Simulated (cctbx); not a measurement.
# ScMn2Cu2Te4 across an absorption edge

Space group Ibam (no. 72), a = 5.3180 Å, b = 10.7910 Å, c = 13.0080 Å, α = 90.00°, β = 90.00°, γ = 90.00°.

```csv
atom,mult.,x,y,z,Ueq (Å²)
Te1,16,0.2264,0.6349,0.6531,0.0033
Cu1,8,0.2671,0.6203,0,0.0056
Mn1,8,1/2,0.7290,1/4,0.0055
Sc1,4,0,1/2,1/4,0.0041
```

The model is made up (kin elements in a known structure type, no relaxation), so it says nothing on whether the phase exists.

Calculated with cctbx: free-atom f′ and f″ from the Sasaki tables, no fine structure; amplitudes in electrons.

```csv
E (eV),F 1 3 2,F 1 2 3,F 0 2 4,F 2 0 0
8379,81.7,823.3,11.1,593.7
8729,82.6,817.2,12.2,586.7
8859,83.1,811.5,12.7,580.8
8919,83.5,806.1,13.1,575.3
8949,83.9,800.5,13.5,569.7
8964,84.3,794.9,13.9,564.1
8971,84.7,789.8,14.2,559.2
8975,85.0,784.5,14.5,553.9
8983,85.0,785.8,14.2,555.4
8987,84.6,792.2,13.8,561.7
8994,84.2,797.8,13.5,567.2
9009,83.8,803.9,13.1,573.1
9039,83.4,810.0,12.8,579.0
9129,82.9,817.9,12.5,586.6
9379,82.5,826.7,12.4,594.7
```

**Question.** Which edge is crossed, and why do the reflections move as they do?

The K edge of Cu. The edge is at 8979 eV. f′ of Cu falls from -4.0 e at 8859 eV to -7.5 e at 4 eV below it, and f″ steps from 0.48 to 3.90 e across it. Over that approach |F| changes by +2 % (1 3 2), -3 % (1 2 3), +14 % (0 2 4) and -5 % (2 0 0): a reflection falls where Cu scatters in phase with the total and rises where it scatters against it; it hardly moves where the Cu term is small or cancels by symmetry. Above the edge the larger f″ enters the imaginary part, where it can add to or cancel the other atoms' f″. The structure is centrosymmetric, so Friedel mates stay equal.

[Logs are printed without paths, hosts, clocks, repeated set-up lines and the standing remarks that a program may print on its own settings, such as how far it seeks lower states.]
